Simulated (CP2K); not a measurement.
Mercaptoacetylene has these distinct C atoms: C1 (bonded to C and H) and C2 (bonded to C and S).

```xyz
5

C    -1.2206   -0.0604   -0.3110
C    -0.0285   -0.1783   -0.0966
S     1.6135   -0.4831    0.1184
H    -2.2691    0.0556   -0.4871
H     1.9046    0.6662    0.7763
```

Their partial C K spectra (CP2K XAS_TDP, all-electron GAPW, PBEh(45%), aug-cc-pVTZ, TDA, GW2X-corrected core level, no relativity) are given in random order, each times the number of alike atoms.

Gaussian full width 0.5 eV, oscillator strength per eV, alike atoms added, rows of zeros left out:

```
E (eV)  curve 1  curve 2
284.50    0.000    0.002
284.75    0.000    0.025
285.00    0.000    0.087
285.25    0.003    0.074
285.50    0.030    0.017
285.75    0.080    0.021
286.00    0.093    0.074
286.25    0.110    0.068
286.50    0.060    0.016
286.75    0.009    0.001
287.50    0.006    0.000
287.75    0.031    0.001
288.00    0.038    0.005
288.25    0.016    0.009
288.50    0.006    0.013
288.75    0.001    0.009
289.00    0.000    0.007
289.25    0.001    0.013
289.50    0.002    0.031
289.75    0.003    0.030
290.00    0.006    0.008
290.25    0.009    0.002
290.50    0.008    0.005
290.75    0.005    0.009
291.00    0.004    0.011
291.25    0.005    0.005
291.50    0.005    0.001
291.75    0.008    0.001
292.00    0.017    0.001
292.25    0.019    0.001
292.50    0.008    0.004
292.75    0.001    0.010
293.00    0.000    0.007
293.25    0.002    0.002
293.50    0.006    0.001
293.75    0.011    0.003
294.00    0.014    0.009
294.25    0.008    0.022
294.50    0.006    0.022
294.75    0.011    0.007
295.00    0.012    0.001
295.25    0.010    0.000
295.50    0.006    0.004
295.75    0.001    0.018
296.00    0.000    0.025
296.25    0.002    0.012
296.50    0.010    0.017
296.75    0.023    0.028
```

Q: Which curve belongs to which atom?

Curve 1: C2 (bonded to C and S), leading line at 285.80 eV (f = 0.041 an atom), ionisation energy 290.65 eV, term value 4.85 eV. Curve 2: C1 (bonded to C and H), leading line at 285.10 eV (f = 0.051 an atom), ionisation energy 290.20 eV, term value 5.10 eV. The leading line of an atom is its first one with 35 % of the strongest within 2.5 eV of its lowest line over the strength cut. A line lies at the core ionisation energy, which rises as an atom loses charge to its neighbours or to a π system, less the term value, which is large for a low π* or σ* orbital with weight on that atom.

[Banner, clock and machine lines of the logs are left out without a mark of their own.]

[Logs are printed without paths, hosts, clocks, repeated set-up lines and the standing remarks that a program may print on its own settings, such as how far it seeks lower states.]

[Hosts, paths, dates, database ids (printed as entryN), source tags and the programs' standing remarks are cut or masked in the printed files.]
